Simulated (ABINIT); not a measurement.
## KMgH3 (Pm-3m): G0W0 in ABINIT against the exchange cutoff

Wanted: the cheapest exchange cutoff that holds the gap of KMgH3 (Pm-3m).

Calculated with ABINIT 10.8.3; LDA and many-body steps on it, plane waves.

Report form: the programs' logs are mostly left out.

## 1. Set-up

Symmetry: Pm-3m, No. 221, cubic system. The conventional cell has a = 4.025 Å, b = 4.025 Å, c = 4.025 Å, α = 90.00°, β = 90.00°, γ = 90.00°. K has 12 H at 2.85 Å nearest. Nearest to Mg lie 6 H at 2.01 Å. H has 2 Mg at 2.01 Å and 8 H at 2.85 Å and 4 K at 2.85 Å nearest. Farther neighbours are not listed.

The cell and positions come from the Crystallography Open Database and are kept as given unless a step says otherwise.

## 2. Screening, 2×2×2 mesh, 37 bands, screening to 106.1 eV

This step: ABINIT 10.8.3; RPA screening on LDA, plane waves, norm-conserving pseudopotentials.

The RPA dielectric matrix is built and inverted for each q.

File run.abi:

```
acell 3*1.0 Angstrom
rprim 
  4.025000000000 0.000000000000 0.000000000000
  0.000000000000 4.025000000000 0.000000000000
  0.000000000000 0.000000000000 4.025000000000
ntypat 3
znucl 19 12 1
natom 5
typat 1 2 3 3 3
xred 
  0.000000000000 0.000000000000 0.000000000000
  0.500000000000 0.500000000000 0.500000000000
  0.000000000000 0.500000000000 0.500000000000
  0.500000000000 0.000000000000 0.500000000000
  0.500000000000 0.500000000000 0.000000000000
pp_dirpath "pseudos"
pseudos "K.upf, Mg.upf, H.upf"
ecut 38
ngkpt 2 2 2
nshiftk 1
shiftk 0 0 0
kptopt 1
chksymbreak 0
istwfk *1
occopt 1
irdwfk 1
optdriver 3
nband 37
ecuteps 3.9
inclvkb 2
awtr 1
symchi 1
indata_prefix "in"
outdata_prefix "out"
tmpdata_prefix "tmp"
```

Run with:

```bash
OMP_NUM_THREADS=1 mpirun -n 4 abinit run.abi > log
```

It took 3.9 s on 4 MPI ranks of Arm Neoverse V1, shared host; peak memory 0.48 GiB.

Numbers from this step:

```yaml
eps_infinity_with_local_fields_on_this_mesh_along_the_program_s_q_direction: 4.358
the_same_without_local_fields: 4.908
plasma_frequency: 21.57 eV
plane_waves_in_the_screening_matrix: 171
```

Local fields lower ε∞ by 11 %. On a Γ-centred mesh this coarse the value itself is usually too large, while a short band sum pulls it down.

## 3. 3.8 Ha

This step: G0W0 on LDA, plane waves, norm-conserving pseudopotentials.

Edit run.abi of step 2 so:

```diff
@@ -26,8 +26,19 @@
 irdwfk 1
-optdriver 3
+optdriver 4
 nband 37
+gwcalctyp 0
+ecutsigx 3.8
+symsigma 1
+nkptgw 3
+kptgw 
+  0.5000000000 0.0000000000 0.0000000000
+  0.5000000000 0.5000000000 0.5000000000
+  0.0000000000 0.0000000000 0.0000000000
+bdgw 
+  10 13
+  9 15
+  10 14
 ecuteps 3.9
-inclvkb 2
-awtr 1
-symchi 1
+irdscr 1
+ppmodel 1
 indata_prefix "in"
```

Wall time 4 s (4 MPI ranks); peak memory 0.42 GiB.

Numbers from this step:

```yaml
g0w0_gap_on_the_points_computed: 4.841 eV
starting_gap_on_the_mesh: 2.048 eV
k_of_the_valence_top: 0.5, 0, 0
k_of_the_conduction_bottom: 0.5, 0.5, 0.5
z_at_the_valence_top: 0.788
z_at_the_conduction_bottom: 0.821
least_direct_g0w0_gap_on_the_computed_points: 6.987 eV
```

## 4. 7.6 Ha

Edit run.abi of step 3 so:

```diff
@@ -29,3 +29,3 @@
 gwcalctyp 0
-ecutsigx 3.8
+ecutsigx 7.6
 symsigma 1
```

The job ended after 4.1 s (4 MPI ranks; peak memory 0.45 GiB; 16 s of CPU time).

This step gave:

```
G0W0 gap on the points computed              : 4.534 eV
starting gap on the mesh                     : 2.048 eV
k of the valence top                         : 0.5, 0, 0
k of the conduction bottom                   : 0.5, 0.5, 0.5
Z at the valence top                         : 0.788
Z at the conduction bottom                   : 0.821
least direct G0W0 gap on the computed points : 6.730 eV
```

## 5. 15.2 Ha

The self-energy is evaluated for the states that the input lists, and the levels follow from it, in one-shot runs by the linearised quasiparticle equation.

Edit run.abi of step 4 so:

```diff
@@ -29,3 +29,3 @@
 gwcalctyp 0
-ecutsigx 7.6
+ecutsigx 15.2
 symsigma 1
```

The job ended after 4.2 s (4 MPI ranks; peak memory 0.49 GiB; 16 s of CPU time).

This step gave:

```
G0W0 gap on the points computed              : 4.237 eV
starting gap on the mesh                     : 2.048 eV
k of the valence top                         : 0.5, 0, 0
k of the conduction bottom                   : 0.5, 0.5, 0.5
least direct G0W0 gap on the computed points : 6.485 eV
```

The gap on the mesh goes from 2.05 eV to 4.24 eV, a correction of +2.19 eV.

## 6. 26.6 Ha

Edit run.abi of step 5 so:

```diff
@@ -29,3 +29,3 @@
 gwcalctyp 0
-ecutsigx 15.2
+ecutsigx 26.6
 symsigma 1
```

Run time: 4.3 s. Hardware: 4 MPI ranks; peak memory 0.57 GiB.

Numbers from this step:

| Quantity | Value |
| --- | --- |
| G0W0 gap on the points computed | 4.145 eV |
| starting gap on the mesh | 2.048 eV |
| k of the valence top | 0.5, 0, 0 |
| k of the conduction bottom | 0.5, 0.5, 0.5 |
| least direct G0W0 gap on the computed points | 6.422 eV |

Against the run before, the gap moves by −0.092 eV.

## 7. 38 Ha

Edit run.abi of step 6 so:

```diff
@@ -29,3 +29,3 @@
 gwcalctyp 0
-ecutsigx 26.6
+ecutsigx 38
 symsigma 1
```

Run time: 4.5 s. Hardware: 4 MPI ranks; peak memory 0.63 GiB.

Numbers from this step:

```yaml
g0w0_gap_on_the_points_computed: 4.135 eV
starting_gap_on_the_mesh: 2.048 eV
k_of_the_valence_top: 0.5, 0, 0
k_of_the_conduction_bottom: 0.5, 0.5, 0.5
least_direct_g0w0_gap_on_the_computed_points: 6.418 eV
```

Against the run before, the gap moves by −0.010 eV.

## 8. The runs together

Times are wall times on 4 MPI ranks of Arm Neoverse V1, shared host, good to a factor of about two. A run's time includes the screening step that it read.

| run | mesh | bands | screening cutoff (eV) | DFT gap (eV) | gap on the mesh (eV) | direct (eV) | ε∞ used | time |
| --- | --- | --- | --- | --- | --- | --- | --- | --- |
| 3.8 Ha | 2×2×2 | 37 | 106.1 | 2.048 | 4.841 | 6.987 | 4.36 | 7.9 s |
| 7.6 Ha | 2×2×2 | 37 | 106.1 | 2.048 | 4.534 | 6.730 | 4.36 | 8 s |
| 15.2 Ha | 2×2×2 | 37 | 106.1 | 2.048 | 4.237 | 6.485 | 4.36 | 8.1 s |
| 26.6 Ha | 2×2×2 | 37 | 106.1 | 2.048 | 4.145 | 6.422 | 4.36 | 8.1 s |
| 38 Ha | 2×2×2 | 37 | 106.1 | 2.048 | 4.135 | 6.418 | 4.36 | 8.3 s |

## 9. What came out

```json
{
 "3.8 Ha": "4.841 eV",
 "7.6 Ha": "4.534 eV",
 "15.2 Ha": "4.237 eV",
 "26.6 Ha": "4.145 eV",
 "38 Ha": "4.135 eV",
 "known limits": "not at the basis limit; coarse k mesh"
}
```

The setting moved: exchange cutoff. From 3.8 Ha to 38 Ha the gap moves by −0.71 eV. It holds to 0.03 eV from 26.6 Ha on. Bands and screening cutoff are coupled, so a series along one setting does not show full convergence. Below the screening cutoff the correlation part is cut too. Bands and cutoff are finite, so the gap is not at the basis limit. The miss can reach some tenths of an eV and take either sign; the mesh is an error of its own. In the G0W0 runs levels were corrected at 3 k points alone, so a gap called «on the mesh» is the least over those, and an edge elsewhere would be missed. The 2×2×2 mesh is coarse for this cell, which bears on the long-range parts of exchange and screening. This is the ideal cubic cell; many perovskites, halides above all, are cubic only on average, and local tilts or off-centring can widen the gap.

[Paths, hosts, dates, memory and timing lines, banners, echoed tables and standing remarks are left out of the program output.]

[Logs are printed without paths, hosts, clocks, repeated set-up lines and the standing remarks that a program may print on its own settings, such as how far it seeks lower states.]

[Runs of the session that timed out or met a known fault of the program may be left out.]

[Hosts, paths, dates, database ids (printed as entryN), source tags and the programs' standing remarks are cut or masked in the printed files.]

[G0W0 gaps are taken among the corrected bands and points alone; a level outside them can change the order at an edge.]

[Where Ansatz stands beside ABINIT at settings called matched, ABINIT's density can come from a denser mesh and the files from another edition; pairs whose starting gaps differed by over 0.03 eV were left out, so agreement reads better than it is.]
